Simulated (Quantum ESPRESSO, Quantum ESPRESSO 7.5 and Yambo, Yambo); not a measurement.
**A GW chain in Yambo: OsIF (1T monolayer (Janus))**

Aim: the G0W0 gap of OsIF (1T monolayer (Janus)) on PBE with spin-orbit coupling, step by step.

Main program and level: Quantum ESPRESSO 7.5 and Yambo 5.3.0; PBE and many-body steps on it, plane waves.

**1. Set-up**

The cell holds 3 atoms: 1 Os, 1 F and 1 I. Cell: a = 3.812 Å, b = 3.812 Å, c = 15.000 Å, α = 90.0°, β = 90.0°, γ = 120.0°. Vacuum lies along c.

The structure was relaxed with PBE. The runs that relaxed it are not among those shown.

**2. Ground state**

This step: Quantum ESPRESSO 7.5; DFT, PBE with spin-orbit coupling, plane waves, norm-conserving pseudopotentials.

The ground-state density comes first.

Contents of pw.in:

```
&control
  calculation = 'scf'
  prefix = 'x'
  outdir = 'o'
  pseudo_dir = 'pseudo'
/
&system
  ibrav = 0
  nat = 3
  ntyp = 3
  ecutwfc = 76.0
  nbnd = 50
  force_symmorphic = .true.
  noncolin = .true.
  lspinorb = .true.
/
&electrons
  conv_thr = 1e-10
  electron_maxstep = 80
  mixing_beta = 0.5
/
ATOMIC_SPECIES
  Os 190.23 Os.upf
  F 18.998 F.upf
  I 126.9 I.upf
CELL_PARAMETERS angstrom
  3.8117470532 0.0000000002 0.0000000000
  -1.9058735268 3.3010697807 0.0000000000
  0.0000000000 0.0000000000 15.0000000000
ATOMIC_POSITIONS crystal
  Os 0.0000000000 0.0000000000 0.5053837070
  F 0.3333333333 0.6666666667 0.5728503678
  I 0.6666666667 0.3333333333 0.4217659252
K_POINTS automatic
  9 9 1 0 0 0
```

Command:

```sh
> OMP_NUM_THREADS=1 mpirun -n 4 pw.x -nk 4 -in pw.in > pw.out
```

What it wrote:

```text
Program PWSCF v.7.5 starts

     This program is part of the open-source Quantum ESPRESSO suite
     for quantum simulation of materials; please cite
         "P. Giannozzi et al., J. Phys.:Condens. Matter 21 395502 (2009);
         "P. Giannozzi et al., J. Phys.:Condens. Matter 29 465901 (2017);
         "P. Giannozzi et al., J. Chem. Phys. 152 154105 (2020);
     in publications or presentations arising from this work. More details at
     Message from routine setup:
     using ibrav=0 with symmetry is DISCOURAGED, use correct ibrav instead

     G-vector sticks info

     bravais-lattice index     =            0
     lattice parameter (alat)  =       7.2032  a.u.
     unit-cell volume          =    1273.6985 (a.u.)^3
     number of atoms/cell      =            3
     number of atomic types    =            3
     number of electrons       =        40.00
     number of Kohn-Sham states=           50
     kinetic-energy cutoff     =      76.0000  Ry
     charge density cutoff     =     304.0000  Ry
     scf convergence threshold =      1.0E-10
     mixing beta               =       0.5000
     number of iterations used =            8  plain     mixing
     Exchange-correlation= PBE
                           (   1   4   3   4   0   0   0)
     Non magnetic calculation with spin-orbit

     celldm(1)=   7.203158  celldm(2)=   0.000000  celldm(3)=   0.000000
     celldm(4)=   0.000000  celldm(5)=   0.000000  celldm(6)=   0.000000

     crystal axes: (cart. coord. in units of alat)
               a(1) = (   1.000000   0.000000   0.000000 )
               a(2) = (  -0.500000   0.866025   0.000000 )
               a(3) = (   0.000000   0.000000   3.935203 )

     reciprocal axes: (cart. coord. in units 2 pi/alat)
               b(1) = (  1.000000  0.577350 -0.000000 )
               b(2) = ( -0.000000  1.154701  0.000000 )
               b(3) = (  0.000000 -0.000000  0.254116 )
     Pseudo is Norm-conserving + core correction, Zval = 16.0
     Generated using ONCVPSP code by D. R. Hamann
     Using radial grid of 1344 points, 14 beta functions with:
     Pseudo is Norm-conserving + core correction, Zval =  7.0
     Generated using ONCVPSP code by D. R. Hamann
     Using radial grid of  832 points,  8 beta functions with:
     Pseudo is Norm-conserving + core correction, Zval = 17.0
     Generated using ONCVPSP code by D. R. Hamann
     Using radial grid of 1210 points, 10 beta functions with:
     Os               16.00   190.23000     Os( 1.00)
     F                 7.00    18.99800     F ( 1.00)
     I                17.00   126.90000     I ( 1.00)

      6 Sym. Ops. (no inversion) found

   Cartesian axes

     site n.     atom                  positions (alat units)
         1        Os     tau(   1) = (   0.0000000   0.0000000   1.9887877  )
         2        F      tau(   2) = (  -0.0000000   0.5773503   2.2542827  )
         3        I      tau(   3) = (   0.5000000   0.2886751   1.6597347  )

     number of k points=    12
                       cart. coord. in units 2pi/alat
        k(    1) = (   0.0000000   0.0000000   0.0000000), wk =   0.0123457
        k(    2) = (  -0.0000000   0.1283001   0.0000000), wk =   0.0740741
        k(    3) = (  -0.0000000   0.2566001   0.0000000), wk =   0.0740741
        k(    4) = (  -0.0000000   0.3849002   0.0000000), wk =   0.0740741
        k(    5) = (  -0.0000000   0.5132002   0.0000000), wk =   0.0740741
        k(    6) = (   0.1111111   0.1924501   0.0000000), wk =   0.0740741
        k(    7) = (   0.1111111   0.3207501   0.0000000), wk =   0.1481481
        k(    8) = (   0.1111111   0.4490502   0.0000000), wk =   0.1481481
        k(    9) = (   0.1111111   0.5773503   0.0000000), wk =   0.0740741
        k(   10) = (   0.2222222   0.3849002   0.0000000), wk =   0.0740741
        k(   11) = (   0.2222222   0.5132002   0.0000000), wk =   0.1481481
        k(   12) = (   0.3333333   0.5773503   0.0000000), wk =   0.0246914

     Dense  grid:   113677 G-vectors     FFT dimensions: (  40,  40, 160)

     Initial potential from superposition of free atoms

     starting charge      39.9997, renormalised to      40.0000
     Starting wfcs are   46 randomized atomic wfcs +    4 random wfcs

     per-process dynamical memory:   220.7 Mb

     Self-consistent Calculation

     iteration #  1     ecut=    76.00 Ry     beta= 0.50

     total energy              =    -500.04192055 Ry
     estimated scf accuracy    <       0.55787814 Ry

     iteration #  2     ecut=    76.00 Ry     beta= 0.50

     total energy              =    -500.06737687 Ry
     estimated scf accuracy    <       1.42134093 Ry

     iteration #  3     ecut=    76.00 Ry     beta= 0.50

     total energy              =    -500.28865314 Ry
     estimated scf accuracy    <       0.02062745 Ry

     iteration #  4     ecut=    76.00 Ry     beta= 0.50

     total energy              =    -500.29145069 Ry
     estimated scf accuracy    <       0.00329748 Ry

     iteration #  5     ecut=    76.00 Ry     beta= 0.50

     total energy              =    -500.29163448 Ry
     estimated scf accuracy    <       0.00039613 Ry

     iteration #  6     ecut=    76.00 Ry     beta= 0.50

     total energy              =    -500.29172957 Ry
     estimated scf accuracy    <       0.00009795 Ry

     iteration #  7     ecut=    76.00 Ry     beta= 0.50

     total energy              =    -500.29174299 Ry
     estimated scf accuracy    <       0.00000331 Ry

     iteration #  8     ecut=    76.00 Ry     beta= 0.50

     total energy              =    -500.29174362 Ry
     estimated scf accuracy    <       0.00000026 Ry

     iteration #  9     ecut=    76.00 Ry     beta= 0.50

     total energy              =    -500.29174366 Ry
     estimated scf accuracy    <       0.00000002 Ry

     iteration # 10     ecut=    76.00 Ry     beta= 0.50

     total energy              =    -500.29174367 Ry
     estimated scf accuracy    <          1.1E-09 Ry

     iteration # 11     ecut=    76.00 Ry     beta= 0.50

     total energy              =    -500.29174367 Ry
     estimated scf accuracy    <          2.5E-10 Ry

     iteration # 12     ecut=    76.00 Ry     beta= 0.50

     End of self-consistent calculation

          k = 0.0000 0.0000 0.0000 ( 14179 PWs)   bands (ev):

   -84.5646 -84.5646 -53.0110 -53.0110 -47.2354 -47.2354 -47.1729 -47.1729
   -45.5327 -45.5327 -45.4893 -45.4893 -45.4516 -45.4516 -40.9205 -40.9205
   -40.8274 -40.8274 -22.3887 -22.3887 -14.6002 -14.6002  -5.6523  -5.6523
    -5.2391  -5.2391  -5.2290  -5.2290  -3.3433  -3.3433  -2.9483  -2.9483
    -2.7267  -2.7267  -0.8410  -0.8410  -0.6754  -0.6754   0.2956   0.2956
     2.9674   2.9674   3.0482   3.0482   3.0822   3.0822   4.6502   4.6502
     5.2669   5.2669

          k =-0.0000 0.1283 0.0000 ( 14197 PWs)   bands (ev):

   -84.5645 -84.5645 -53.0115 -53.0110 -47.2350 -47.2350 -47.1733 -47.1723
   -45.5341 -45.5312 -45.4887 -45.4887 -45.4518 -45.4516 -40.9240 -40.9238
   -40.8302 -40.8248 -22.3841 -22.3787 -14.5451 -14.5121  -5.6856  -5.5742
    -5.2858  -5.1844  -5.1534  -5.1265  -3.6415  -3.5201  -3.1675  -3.0386
[...]
5.6610   5.6695

          k =-0.0000 0.2566 0.0000 ( 14213 PWs)   bands (ev):

[...]
-45.5348 -45.5305 -45.4873 -45.4873 -45.4523 -45.4520 -40.9329 -40.9323
   -40.8317 -40.8239 -22.3678 -22.3596 -14.3600 -14.3065  -5.6896  -5.5612
    -5.3492  -5.1390  -5.0180  -4.9958  -4.1930  -4.0403  -3.4958  -3.4503
    -2.9024  -2.7992  -0.7361  -0.7121  -0.3687  -0.3390   0.2718   0.4244
     1.7794   2.0770   2.6917   2.8529   3.9717   4.0839   5.1948   5.1993
     5.9276   6.0605

          k =-0.0000 0.3849 0.0000 ( 14245 PWs)   bands (ev):

     [... further k-points ...]

     highest occupied, lowest unoccupied level (ev):     0.4561    1.4922

!    total energy              =    -500.29174367 Ry
     estimated scf accuracy    <          1.3E-11 Ry

     The total energy is the sum of the following terms:
     one-electron contribution =   -1445.45829593 Ry
     hartree contribution      =     721.43567119 Ry
     xc contribution           =    -113.68668564 Ry
     ewald contribution        =     337.41756671 Ry

     convergence has been achieved in  12 iterations

     XML data file, charge density, pseudopotentials, collected wavefunctions

=------------------------------------------------------------------------------=
   JOB DONE.
=------------------------------------------------------------------------------=
```

Run time: 99 s. Hardware: 4 MPI ranks of Arm Neoverse V1, shared host; peak memory 1.6 GiB; 6.6 min of CPU time.

This step gave:

```
total energy               : -6806.8159 eV
gap                        : 1.036 eV
k of the valence top       : 0.1111, 0.1111, 0
k of the conduction bottom : 0.2222, 0.3333, 0
least direct gap           : 1.159 eV
```

The gap is indirect, with the least direct gap 0.12 eV higher.

**3. Bands along the symmetry lines**

The cheap functional maps the bands first; the places of the edges decide which points the dearer methods must see.

Contents of pw.in:

```
&control
  calculation = 'bands'
  prefix = 'x'
  outdir = 'o'
  pseudo_dir = 'pseudo'
/
&system
  ibrav = 0
  nat = 3
  ntyp = 3
  ecutwfc = 76.0
  nbnd = 52
  force_symmorphic = .true.
  noncolin = .true.
  lspinorb = .true.
/
&electrons
  conv_thr = 1e-9
  electron_maxstep = 80
  diago_full_acc = .true.
  diago_thr_init = 5e-6
/
ATOMIC_SPECIES
  Os 190.23 Os.upf
  F 18.998 F.upf
  I 126.9 I.upf
CELL_PARAMETERS angstrom
  3.8117470532 0.0000000002 0.0000000000
  -1.9058735268 3.3010697807 0.0000000000
  0.0000000000 0.0000000000 15.0000000000
ATOMIC_POSITIONS crystal
  Os 0.0000000000 0.0000000000 0.5053837070
  F 0.3333333333 0.6666666667 0.5728503678
  I 0.6666666667 0.3333333333 0.4217659252
K_POINTS crystal
  25
  0.00000000 0.00000000 0.00000000 1
  0.06250000 0.00000000 0.00000000 1
  0.12500000 0.00000000 0.00000000 1
  0.18750000 0.00000000 0.00000000 1
  0.25000000 0.00000000 0.00000000 1
  0.31250000 0.00000000 0.00000000 1
  0.37500000 0.00000000 0.00000000 1
  0.43750000 0.00000000 0.00000000 1
  0.50000000 0.00000000 0.00000000 1
  0.47916667 0.04166667 0.00000000 1
  0.45833333 0.08333333 0.00000000 1
  0.43750000 0.12500000 0.00000000 1
  0.41666666 0.16666666 0.00000000 1
  0.39583333 0.20833333 0.00000000 1
  0.37500000 0.25000000 0.00000000 1
  0.35416666 0.29166666 0.00000000 1
  0.33333333 0.33333333 0.00000000 1
  0.29166666 0.29166666 0.00000000 1
  0.25000000 0.25000000 0.00000000 1
  0.20833333 0.20833333 0.00000000 1
  0.16666666 0.16666666 0.00000000 1
  0.12500000 0.12500000 0.00000000 1
  0.08333333 0.08333333 0.00000000 1
  0.04166667 0.04166667 0.00000000 1
  0.00000000 0.00000000 0.00000000 1
```

What it wrote:

```text
[banner, memory and clock lines left out]
Program PWSCF v.7.5 starts

     Atomic positions and unit cell read from directory:
     o/x.save/

     Message from routine setup:
     using ibrav=0 with symmetry is DISCOURAGED, use correct ibrav instead

     G-vector sticks info

     bravais-lattice index     =            0
     lattice parameter (alat)  =       7.2032  a.u.
     unit-cell volume          =    1273.6985 (a.u.)^3
     number of atoms/cell      =            3
     number of atomic types    =            3
     number of electrons       =        40.00
     number of Kohn-Sham states=           52
     kinetic-energy cutoff     =      76.0000  Ry
     charge density cutoff     =     304.0000  Ry
     Exchange-correlation= PBE
                           (   1   4   3   4   0   0   0)
     Non magnetic calculation with spin-orbit

     celldm(1)=   7.203158  celldm(2)=   0.000000  celldm(3)=   0.000000
     celldm(4)=   0.000000  celldm(5)=   0.000000  celldm(6)=   0.000000

     crystal axes: (cart. coord. in units of alat)
               a(1) = (   1.000000   0.000000   0.000000 )
               a(2) = (  -0.500000   0.866025   0.000000 )
               a(3) = (   0.000000   0.000000   3.935203 )

     reciprocal axes: (cart. coord. in units 2 pi/alat)
               b(1) = (  1.000000  0.577350 -0.000000 )
               b(2) = ( -0.000000  1.154701  0.000000 )
               b(3) = (  0.000000 -0.000000  0.254116 )
     Pseudo is Norm-conserving + core correction, Zval = 16.0
     Generated using ONCVPSP code by D. R. Hamann
     Using radial grid of 1344 points, 14 beta functions with:
     Pseudo is Norm-conserving + core correction, Zval =  7.0
     Generated using ONCVPSP code by D. R. Hamann
     Using radial grid of  832 points,  8 beta functions with:
     Pseudo is Norm-conserving + core correction, Zval = 17.0
     Generated using ONCVPSP code by D. R. Hamann
     Using radial grid of 1210 points, 10 beta functions with:
     Os               16.00   190.23000     Os( 1.00)
     F                 7.00    18.99800     F ( 1.00)
     I                17.00   126.90000     I ( 1.00)

      6 Sym. Ops. (no inversion) found

   Cartesian axes

     site n.     atom                  positions (alat units)
         1        Os     tau(   1) = (   0.0000000   0.0000000   1.9887877  )
         2        F      tau(   2) = (  -0.0000000   0.5773503   2.2542827  )
         3        I      tau(   3) = (   0.5000000   0.2886751   1.6597347  )

     number of k points=    25
                       cart. coord. in units 2pi/alat
        k(    1) = (   0.0000000   0.0000000   0.0000000), wk =   0.0400000
        k(    2) = (   0.0625000   0.0360844   0.0000000), wk =   0.0400000
        k(    3) = (   0.1250000   0.0721688   0.0000000), wk =   0.0400000
[...]
[... 13 further rows ...]
        k(   24) = (   0.0416667   0.0721688   0.0000000), wk =   0.0400000
        k(   25) = (   0.0000000   0.0000000   0.0000000), wk =   0.0400000

     Dense  grid:   113677 G-vectors     FFT dimensions: (  40,  40, 160)

     The potential is recalculated from file :
     o/x.save/charge-density

     Starting wfcs are   46 randomized atomic wfcs +    6 random wfcs

     Band Structure Calculation

     End of band structure calculation

          k = 0.0000 0.0000 0.0000 ( 14179 PWs)   bands (ev):

   -84.5646 -84.5646 -53.0110 -53.0110 -47.2354 -47.2354 -47.1729 -47.1729
   -45.5327 -45.5327 -45.4893 -45.4893 -45.4516 -45.4516 -40.9205 -40.9205
   -40.8274 -40.8274 -22.3887 -22.3887 -14.6002 -14.6002  -5.6523  -5.6523
[...]
5.2668   5.2668   5.7307   5.7307

          k = 0.0625 0.0361 0.0000 ( 14189 PWs)   bands (ev):

[...]
5.4268   5.4380   5.8342   5.8345

          k = 0.1250 0.0722 0.0000 ( 14205 PWs)   bands (ev):

[...]
5.7237   5.7292   6.1714   6.2193

[...]
k = 0.0417 0.0722 0.0000 ( 14200 PWs)   bands (ev):

[...]
5.4729   5.4861   5.8731   5.8742

          k = 0.0000 0.0000 0.0000 ( 14179 PWs)   bands (ev):

[...]
-2.7267  -2.7267  -0.8411  -0.8410  -0.6755  -0.6755   0.2956   0.2956
     2.9674   2.9674   3.0482   3.0482   3.0821   3.0821   4.6502   4.6502
     5.2668   5.2668   5.7307   5.7307

     XML data file, pseudopotentials, collected wavefunctions
```

The job ended after 61 s (4 MPI ranks; peak memory 1 GiB; 4.1 min of CPU time).

This step gave:

- gap: 1.043 eV
- k of the valence top: 0.125, 0.125, 0
- k of the conduction bottom: 0.3958, 0.2083, 0
- least direct gap: 1.155 eV

The gap is 1.043 eV, +0.007 eV from the run before at this level.

Electronic bands along the path, in eV, zero at the top of the highest filled band:

```csv
point,band 37,band 38,band 39,band 40,band 41,band 42,band 43,band 44
Γ,-1.12,-1.12,-0.15,-0.15,2.52,2.52,2.60,2.60
halfway,-0.77,-0.77,-0.18,-0.05,1.24,1.54,2.20,2.37
M,-0.68,-0.68,-0.21,-0.21,1.27,1.27,2.17,2.17
halfway,-0.80,-0.51,-0.31,-0.11,1.06,1.33,1.99,2.17
K,-0.81,-0.42,-0.24,-0.20,1.06,1.23,2.07,2.30
halfway,-0.83,-0.63,-0.28,-0.05,1.22,1.62,1.74,1.96
Γ,-1.12,-1.12,-0.15,-0.15,2.52,2.52,2.60,2.60
```

(Part 1 of 3 ends here.)

[Paths, hosts, dates, memory and timing lines, banners, echoed tables and standing remarks are left out of the program output.]

[Logs are printed without paths, hosts, clocks, repeated set-up lines and the standing remarks that a program may print on its own settings, such as how far it seeks lower states.]

[Runs of the session that timed out or met a known fault of the program may be left out.]

[Hosts, paths, dates, database ids (printed as entryN), source tags and the programs' standing remarks are cut or masked in the printed files.]
